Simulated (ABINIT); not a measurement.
# Quasiparticle gap of BN (Qingsongite) in ABINIT, part 2 of 3

Wanted: ground state, empty states, screening and self-energy for BN (Qingsongite).

ABINIT 10.8.3; LDA and many-body steps on it, plane waves. Known limits of the many-body steps: not at the basis limit; coarse k mesh.

So far. Step 2 (Ground state): The gap is indirect, with the least direct gap 4.33 eV higher.

## (3) Bands along the symmetry lines

Level of this step: DFT, LDA, plane waves, norm-conserving pseudopotentials (ABINIT).

The cheap functional maps the bands first; the places of the edges decide which points the dearer methods must see.

File run.abi:

```
acell 3*1.0 Angstrom
rprim 
  -0.000000000000 1.807500000000 1.807500000000
  1.807500000000 0.000000000000 1.807500000000
  1.807500000000 1.807500000000 -0.000000000000
ntypat 2
znucl 5 7
natom 2
typat 1 2
xred 
  0.000000000000 0.000000000000 0.000000000000
  0.250000000000 0.250000000000 0.250000000000
pp_dirpath "pseudos"
pseudos "B.upf, N.upf"
ecut 36
iscf -2
irdden 1
kptopt 0
nkpt 50
kpt 
  0.00000000 0.00000000 0.00000000
  -0.06250000 -0.06250000 0.00000000
  -0.12500000 -0.12500000 0.00000000
  -0.18750000 -0.18750000 0.00000000
  -0.25000000 -0.25000000 0.00000000
  -0.31250000 -0.31250000 0.00000000
  -0.37500000 -0.37500000 0.00000000
  -0.43750000 -0.43750000 0.00000000
  -0.50000000 -0.50000000 0.00000000
  -0.48437500 -0.48437500 0.03125000
  -0.46875000 -0.46875000 0.06250000
  -0.45312500 -0.45312500 0.09375000
  -0.43750000 -0.43750000 0.12500000
  -0.42187500 -0.42187500 0.15625000
  -0.40625000 -0.40625000 0.18750000
  -0.39062500 -0.39062500 0.21875000
  -0.37500000 -0.37500000 0.25000000
  -0.37500000 0.00000000 0.37500000
  -0.32812500 0.00000000 0.32812500
  -0.28125000 0.00000000 0.28125000
  -0.23437500 0.00000000 0.23437500
  -0.18750000 0.00000000 0.18750000
  -0.14062500 0.00000000 0.14062500
  -0.09375000 0.00000000 0.09375000
  -0.04687500 0.00000000 0.04687500
  0.00000000 0.00000000 0.00000000
  0.00000000 0.00000000 0.06250000
  0.00000000 0.00000000 0.12500000
  0.00000000 0.00000000 0.18750000
  0.00000000 0.00000000 0.25000000
  0.00000000 0.00000000 0.31250000
  0.00000000 0.00000000 0.37500000
  0.00000000 0.00000000 0.43750000
  -0.00000000 -0.00000000 0.50000000
  -0.06250000 -0.03125000 0.46875000
  -0.12500000 -0.06250000 0.43750000
  -0.18750000 -0.09375000 0.40625000
  -0.25000000 -0.12500000 0.37500000
  -0.31250000 -0.15625000 0.34375000
  -0.37500000 -0.18750000 0.31250000
  -0.43750000 -0.21875000 0.28125000
  -0.50000000 -0.25000000 0.25000000
  -0.50000000 -0.28125000 0.21875000
  -0.50000000 -0.31250000 0.18750000
  -0.50000000 -0.34375000 0.15625000
  -0.50000000 -0.37500000 0.12500000
  -0.50000000 -0.40625000 0.09375000
  -0.50000000 -0.43750000 0.06250000
  -0.50000000 -0.46875000 0.03125000
  -0.50000000 -0.50000000 0.00000000
istwfk *1
nband 14
nbdbuf 5
tolwfr 1e-07
nstep 50
prtwf 0
prtvol 0
indata_prefix "in"
outdata_prefix "out"
tmpdata_prefix "tmp"
```

Run with:

```sh
$ OMP_NUM_THREADS=1 mpirun -n 4 abinit run.abi > log
```

Numbers of over 12 decimals in the logs are rounded to 6 here.

Output:

```text
.Version 10.8.3 of ABINIT. v10.8.2 released Aug 2026.

 Symmetries : space group F-4 3 m (#216); Bravais cF (face-center cubic)
[... echo of the input left out ...]
== DATASET  1 ==================================================================
-   mpi_nproc: 4, omp_nthreads: 1 (-1 if OMP is not activated)

--- !DatasetInfo
iteration_state: {dtset: 1, }
dimensions: {natom: 2, nkpt: 50, mband: 14, nsppol: 1, nspinor: 1, nspden: 1, mpw: 869, }
cutoff_energies: {ecut:  36.0, pawecutdg:  -1.0, }
electrons: {nelect:   8.00000000E+00, charge:   0.00000000E+00, occopt:   1.00000000E+00, tsmear:   1.00000000E-02, }

 Real(R)+Recip(G) space primitive vectors, cartesian coordinates (Bohr,Bohr^-1):
 R(1)=  0.0000000  3.4156800  3.4156800  G(1)= -0.1463837  0.1463837  0.1463837
 R(2)=  3.4156800  0.0000000  3.4156800  G(2)=  0.1463837 -0.1463837  0.1463837
 R(3)=  3.4156800  3.4156800  0.0000000  G(3)=  0.1463837  0.1463837 -0.1463837
 Unit cell volume ucvol=  7.9700586E+01 bohr^3
 Angles (23,13,12)=  6.00000000E+01  6.00000000E+01  6.00000000E+01 degrees

 getcut: wavevector=  0.0000  0.0000  0.0000  ngfft=  30  30  30
         ecut(hartree)=     36.000   => boxcut(ratio)=   2.30194

 getcut : COMMENT -
  Note that boxcut > 2.2 ; recall that boxcut=Gcut(box)/Gcut(sphere) = 2
  is sufficient for exact treatment of convolution.
  Such a large boxcut is a waste : you could raise ecut
  e.g. ecut=   47.690509 Hartrees makes boxcut=2

--- Pseudopotential description ------------------------------------------------
- B Generated using ONCVPSP code by D. R. Hamann
-  5.00000   3.00000  180309                  znucl, zion, pspdat
12 -1012 1 -1 1498                            pspcod,pspxc,lmax,lloc,mmax
     nproj     2     2
  pspatm : epsatm=    3.19369156
         --- l  ekb(1:nproj) -->
             0    8.437831    1.245441
             1   -3.670611   -0.766497
 pspatm: atomic psp has been read  and splines computed

- N Generated using ONCVPSP code by D. R. Hamann
-  7.00000   5.00000  180309                  znucl, zion, pspdat
12 -1012 1 -1 1058                            pspcod,pspxc,lmax,lloc,mmax
     nproj     2     2
  pspatm : epsatm=    5.30777321
         --- l  ekb(1:nproj) -->
             0    7.408032    0.617798
[...]
pspatm: atomic psp has been read  and splines computed

--------------------------------------------------------------------------------

================================================================================
 prteigrs : about to open file out_EIG
 Non-SCF case, kpt    1 (  0.00000  0.00000  0.00000), residuals and eigenvalues=
  3.11E-08  6.98E-08  5.27E-08  2.12E-08  3.06E-08  2.41E-08  1.69E-08  3.38E-08
  5.84E-08  2.32E-07  6.33E-07  7.64E-08  1.07E-07  7.59E-07
 -4.4300E-01  2.9421E-01  2.9421E-01  2.9421E-01  6.1568E-01  6.1568E-01
  6.1568E-01  6.7793E-01  1.1937E+00  1.3294E+00  1.3294E+00  1.3316E+00
[...]
1.91E-08  4.95E-08  8.03E-09  5.31E-08  1.61E-08  2.42E-08  4.23E-08  5.18E-08
[...]
1.3440E+00  1.4450E+00
 Non-SCF case, kpt    3 ( -0.12500 -0.12500  0.00000), residuals and eigenvalues=
  1.74E-08  1.85E-08  1.69E-08  1.12E-08  2.20E-08  3.92E-08  6.56E-08  4.36E-09
[...]
1.3807E+00  1.5056E+00
[...]
Non-SCF case, kpt   49 ( -0.50000 -0.46875  0.03125), residuals and eigenvalues=
[...]
1.7465E+00  1.7720E+00
 Non-SCF case, kpt   50 ( -0.50000 -0.50000  0.00000), residuals and eigenvalues=
[...]
1.7391E+00  1.7582E+00

--- !ResultsGS
iteration_state: {dtset: 1, }
comment   : Summary of ground state results
lattice_vectors:
- [ -0.0000000,   3.4156800,   3.4156800, ]
- [  3.4156800,   0.0000000,   3.4156800, ]
- [  3.4156800,   3.4156800,  -0.0000000, ]
lattice_lengths: [   4.83050,    4.83050,    4.83050, ]
lattice_angles: [ 60.000,  60.000,  60.000, ] # degrees, (23, 13, 12)
lattice_volume:   7.9700586E+01
convergence: {deltae:  0.000E+00, res2:  0.000E+00, residm:  9.996E-08, diffor:  0.000E+00, }
etotal    :  -1.34252798E+01
entropy   :   0.00000000E+00
fermie    :   2.94210603E-01
cartesian_stress_tensor: null
pressure_GPa: null
xred      :
- [  0.0000E+00,   0.0000E+00,   0.0000E+00,  B]
- [  2.5000E-01,   2.5000E-01,   2.5000E-01,  N]
cartesian_forces: null
force_length_stats: {min: null, max: null, mean: null, }

 Integrated electronic density in atomic spheres:
 ------------------------------------------------
 Atom  Sphere_radius  Integrated_density
[...]
================================================================================

 ----iterations are completed or convergence reached----

 Mean square residual over all n,k,spin=   37.621E-09; max=  99.956E-09
 reduced coordinates (array xred) for    2 atoms
       0.000000000000      0.000000000000      0.000000000000
       0.250000000000      0.250000000000      0.250000000000

 cartesian coordinates (angstrom) at end:
    1      0.000000     0.000000     0.000000
    2      0.903750     0.903750     0.903750
 length scales=  1.889726125908  1.889726125908  1.889726125908 bohr
              =  1.000000000000  1.000000000000  1.000000000000 angstroms
 prteigrs : about to open file out_EIG
 Eigenvalues (hartree) for nkpt=  50  k points:
 kpt#   1, nband= 14, wtk=  1.00000, kpt=  0.0000  0.0000  0.0000 (reduced coord)
[...]
kpt#   2, nband= 14, wtk=  1.00000, kpt= -0.0625 -0.0625  0.0000 (reduced coord)
[...]
kpt#   3, nband= 14, wtk=  1.00000, kpt= -0.1250 -0.1250  0.0000 (reduced coord)
[...]
kpt#  49, nband= 14, wtk=  1.00000, kpt= -0.5000 -0.4687  0.0313 (reduced coord)
  -0.23425   -0.03122    0.11029    0.11091    0.46209    0.63842    0.94057    0.94370
   1.04447    1.28171    1.51924    1.52875    1.74653    1.77198
 kpt#  50, nband= 14, wtk=  1.00000, kpt= -0.5000 -0.5000  0.0000 (reduced coord)
  -0.23467   -0.03220    0.11301    0.11301    0.45664    0.63432    0.94437    0.94437
   1.04666    1.28481    1.53025    1.53025    1.73909    1.75823

== END DATASET(S) ==============================================================
================================================================================

 -outvars: echo values of variables after computation  --------
            nband          14
             nkpt          50
          spgroup         216
 [... the other variables as echoed above ...]

 Calculation completed.
```

The job ended after 3.6 s (4 MPI ranks of Arm Neoverse V1, shared host; peak memory 0.23 GiB; 14 s of CPU time).

Numbers from this step:

| Quantity | Value |
| --- | --- |
| gap | 4.420 eV |
| k of the valence top | 0, 0, 0 |
| k of the conduction bottom | -0.5, -0.5, 0 |
| least direct gap | 8.748 eV |

The gap is 4.420 eV, as in the run before at this level.

The electronic bands at the labelled points (eV, zero at the top of the highest filled band; v1 is the highest filled band, c1 the lowest empty one):

```csv
point,v4,v3,v2,v1,c1,c2,c3,c4
Γ,-20.06,0.00,0.00,0.00,8.75,8.75,8.75,10.44
halfway,-18.09,-3.90,-3.03,-3.03,6.75,11.56,13.32,13.32
X,-14.39,-8.88,-4.93,-4.93,4.42,9.25,17.69,17.69
halfway,-14.31,-8.67,-6.00,-4.72,5.37,10.19,17.12,17.35
U,-14.29,-8.07,-7.73,-4.10,6.87,12.84,15.66,16.53
jump to K,-14.29,-8.07,-7.73,-4.10,6.87,12.84,15.66,16.53
halfway,-17.86,-5.70,-3.92,-1.13,10.62,10.63,11.11,13.51
Γ,-20.06,0.00,0.00,0.00,8.75,8.75,8.75,10.44
halfway,-18.57,-5.45,-1.13,-1.13,9.68,10.26,10.26,13.47
L,-15.77,-10.71,-1.95,-1.95,10.27,10.64,10.64,15.01
halfway,-15.06,-9.71,-4.81,-3.47,9.49,11.18,14.31,15.62
W,-14.06,-7.51,-7.02,-6.56,9.48,13.27,14.36,14.68
halfway,-14.23,-8.46,-5.81,-5.73,6.47,10.90,16.08,17.24
X,-14.39,-8.88,-4.93,-4.93,4.42,9.25,17.69,17.69
```

The electronic bands as a text plot (rows in eV, shown from -8.0 to 10.4 only):

```
   10.0 |  ++     +    +      ++ ++++      +++++++++++        ++
    9.3 | +        ++++     ++     +++  ++++          ++++++    +
    8.5 |++                          +++                    +
    7.7 |  +++             +
    7.0 |     ++          +
    6.2 |       ++       +                                   +
    5.4 |         +    ++                                     +
    4.7 |          ++++                                        ++
    3.9 |
    3.1 |
    2.4 |
    1.6 |
    0.8 |
    0.1 |**                        ******
   -0.7 | *                      **  *  ****
   -1.5 |  **                 ***  **    ** ****
   -2.2 |    *                   ****           *****
   -3.0 |     **            **                      **
   -3.8 |     ****        **    ***        *         **
   -4.5 |         *** ****                            **
   -5.3 |       **   **       **            *           *     ***
   -6.1 |              **   **  *                      * *  **
   -6.8 |         *           **                        ****
   -7.6 |                ***                 **          ****
         Γ           X  U|K            Γ         L        W     X
```

## (4) Empty states on the mesh, 6×6×6 mesh, 311 bands

The sums over transitions need many empty states on a uniform mesh; this step solves for them.

File run.abi:

```
acell 3*1.0 Angstrom
rprim 
  -0.000000000000 1.807500000000 1.807500000000
  1.807500000000 0.000000000000 1.807500000000
  1.807500000000 1.807500000000 -0.000000000000
ntypat 2
znucl 5 7
natom 2
typat 1 2
xred 
  0.000000000000 0.000000000000 0.000000000000
  0.250000000000 0.250000000000 0.250000000000
pp_dirpath "pseudos"
pseudos "B.upf, N.upf"
ecut 36
ngkpt 6 6 6
nshiftk 1
shiftk 0 0 0
kptopt 1
chksymbreak 0
irdden 1
istwfk *1
nband 311
prtvol 0
optdriver 6
gwr_task "HDIAGO"
paral_kgb 0
occopt 1
indata_prefix "in"
outdata_prefix "out"
tmpdata_prefix "tmp"
```

Output:

```text
[banner, memory and clock lines left out]
.Version 10.8.3 of ABINIT. v10.8.2 released Aug 2026.

 Symmetries : space group F-4 3 m (#216); Bravais cF (face-center cubic)
[... echo of the input left out ...]
== DATASET  1 ==================================================================
-   mpi_nproc: 4, omp_nthreads: 1 (-1 if OMP is not activated)

--- !DatasetInfo
iteration_state: {dtset: 1, }
dimensions: {natom: 2, nkpt: 16, mband: 311, nsppol: 1, nspinor: 1, nspden: 1, mpw: 869, }
cutoff_energies: {ecut:  36.0, pawecutdg:  -1.0, }
electrons: {nelect:   8.00000000E+00, charge:   0.00000000E+00, occopt:   1.00000000E+00, tsmear:   1.00000000E-02, }

.Using double precision arithmetic; gwpc =  8

- Reading GS density from: in_DEN

--- Pseudopotential description ------------------------------------------------
- B Generated using ONCVPSP code by D. R. Hamann
-  5.00000   3.00000  180309                  znucl, zion, pspdat
12 -1012 1 -1 1498                            pspcod,pspxc,lmax,lloc,mmax
     nproj     2     2
  pspatm : epsatm=    3.19369156
         --- l  ekb(1:nproj) -->
             0    8.437831    1.245441
             1   -3.670611   -0.766497
 pspatm: atomic psp has been read  and splines computed

- N Generated using ONCVPSP code by D. R. Hamann
-  7.00000   5.00000  180309                  znucl, zion, pspdat
12 -1012 1 -1 1058                            pspcod,pspxc,lmax,lloc,mmax
     nproj     2     2
  pspatm : epsatm=    5.30777321
         --- l  ekb(1:nproj) -->
             0    7.408032    0.617798
             1   -4.361519   -1.032581
 pspatm: atomic psp has been read  and splines computed

   6.80117181E+01                                ecore*ucvol(ha*bohr**3)

 Total charge density [el/Bohr^3]
)     Maximum=    5.6568E-01  at reduced coord.    0.2000    0.2000    0.4000
)     Minimum=    7.7961E-03  at reduced coord.    0.0000    0.0000    0.0000
   Integrated=    8.0000E+00

 === KS gaps after direct diagonalization ===
 Indirect band gap semiconductor
 Fundamental gap:     4.420 (eV)
   VBM:     8.006 (eV) at k: [ 0.0000E+00,  0.0000E+00,  0.0000E+00]
   CBM:    12.426 (eV) at k: [ 5.0000E-01,  5.0000E-01,  0.0000E+00]
 Direct gap:         8.748 (eV) at k: [ 0.0000E+00,  0.0000E+00,  0.0000E+00]

== END DATASET(S) ==============================================================

 -outvars: echo values of variables after computation  --------
           etotal      0.0000000000E+00
            nband         311
             nkpt          16
          spgroup         216
 [... the other variables as echoed above ...]

 Calculation completed.
```

It took 5.8 s on 4 MPI ranks; peak memory 0.34 GiB; 23 s of CPU time.

This step gave:

```
gap                                                           : 4.420 eV
k of the valence top                                          : 0, 0, 0
k of the conduction bottom                                    : 0.5, 0.5, 0
least direct gap                                              : 8.748 eV
k points computed                                             : 16
lowest point of the top converged band, above the valence top : 472.2024 eV
```

On this mesh the gap is 4.420 eV.

## (5) Screening, 6×6×6 mesh, 303 bands, screening to 598.7 eV

The RPA dielectric matrix is built and inverted for each q.

This step: RPA screening on LDA, plane waves, norm-conserving pseudopotentials.

Edit run.abi of step 4 so:

```diff
@@ -20,10 +20,11 @@
 chksymbreak 0
-irdden 1
 istwfk *1
-nband 311
-prtvol 0
-optdriver 6
-gwr_task "HDIAGO"
-paral_kgb 0
 occopt 1
+irdwfk 1
+optdriver 3
+nband 303
+ecuteps 22
+inclvkb 2
+awtr 1
+symchi 1
 indata_prefix "in"
```

Output:

```text
.Version 10.8.3 of ABINIT. v10.8.2 released Aug 2026.

 Symmetries : space group F-4 3 m (#216); Bravais cF (face-center cubic)
[... echo of the input left out ...]
== DATASET  1 ==================================================================
-   mpi_nproc: 4, omp_nthreads: 1 (-1 if OMP is not activated)

--- !DatasetInfo
iteration_state: {dtset: 1, }
dimensions: {natom: 2, nkpt: 16, mband: 303, nsppol: 1, nspinor: 1, nspden: 1, mpw: 869, }
cutoff_energies: {ecut:  36.0, pawecutdg:  -1.0, }
electrons: {nelect:   8.00000000E+00, charge:   0.00000000E+00, occopt:   1.00000000E+00, tsmear:   1.00000000E-02, }

 SCREENING: Calculation of the susceptibility and dielectric matrices

 Based on a program developped by R.W. Godby, V. Olevano, G. Onida, and L. Reining.
 Incorporated in ABINIT by V. Olevano, G.-M. Rignanese, and M. Torrent.
.Using double precision arithmetic ; gwpc =  8

[... cell and pseudopotentials left out ...]
--------------------------------------------------------------------------------

 ==== K-mesh for the wavefunctions ====
 Number of points in the irreducible wedge :    16
[... list of points left out ...]
 Together with 24 symmetry operations and time-reversal symmetry
 yields   216 points in the full Brillouin Zone.

 ==== Q-mesh for the screening function ====
 Number of points in the irreducible wedge :    16
[... list of points left out ...]
 Together with 24 symmetry operations and time-reversal symmetry
 yields   216 points in the full Brillouin Zone.

 setmesh: FFT mesh size selected  =    24x   24x   24
          total number of points  =        13824

 vcoul_init : cutoff-mode = AUXILIARY_FUNCTION
 q-points for optical limit:   1
     1)      0.000010    0.000020    0.000030

- screening: taking advantage of time-reversal symmetry
- Maximum band index for partially occupied states nbvw = 4
- Remaining bands to be divided among processors   nbcw = 299
- Number of bands treated by each node ~74

 Number of electrons calculated from density =    8.0000; Expected =    8.0000
 average of density, n =  0.100376
 r_s =    1.3348
 omega_plasma =   30.5612 [eV]

 calculating chi0 at frequencies [eV] :
  1    0.000000E+00    0.000000E+00
  2    0.000000E+00    3.056116E+01

--------------------------------------------------------------------------------
  q-point number  1        q = ( 0.000000, 0.000000, 0.000000) [r.l.u.]
--------------------------------------------------------------------------------
[... chi0 elements left out ...]
 For q-point:  0.000010 0.000020 0.000030
  dielectric constant =   4.4333
  dielectric constant without local fields =   4.7909

  Average fulfillment of the sum rule on Im[epsilon] for q-point    1 :    100.23  [%]
[... wings left out ...]
  q-point number  2        q = ( 0.166667, 0.000000, 0.000000) [r.l.u.]
--------------------------------------------------------------------------------
[... chi0 elements left out ...]
  Average fulfillment of the sum rule on Im[epsilon] for q-point    2 :    101.68  [%]

 [... 14 further q-points ...]
```

It took 4.7 min on 4 MPI ranks; peak memory 1.7 GiB.

Numbers from this step:

| Property | Result |
| --- | --- |
| ε∞ with local fields, on this mesh, along the program's q direction | 4.433 |
| the same without local fields | 4.791 |
| plasma frequency | 30.56 eV |
| plane waves in the screening matrix | 411 |

Local fields lower ε∞ by 7 %. On a Γ-centred mesh this coarse the value itself is usually too large, while a short band sum pulls it down.

[end of part 2 of 3]

[Paths, hosts, dates, memory and timing lines, banners, echoed tables and standing remarks are left out of the program output.]

[Logs are printed without paths, hosts, clocks, repeated set-up lines and the standing remarks that a program may print on its own settings, such as how far it seeks lower states.]

[Runs of the session that timed out or met a known fault of the program may be left out.]

[Hosts, paths, dates, database ids (printed as entryN), source tags and the programs' standing remarks are cut or masked in the printed files.]

[G0W0 gaps are taken among the corrected bands and points alone; a level outside them can change the order at an edge.]

[Where Ansatz stands beside ABINIT at settings called matched, ABINIT's density can come from a denser mesh and the files from another edition; pairs whose starting gaps differed by over 0.03 eV were left out, so agreement reads better than it is.]
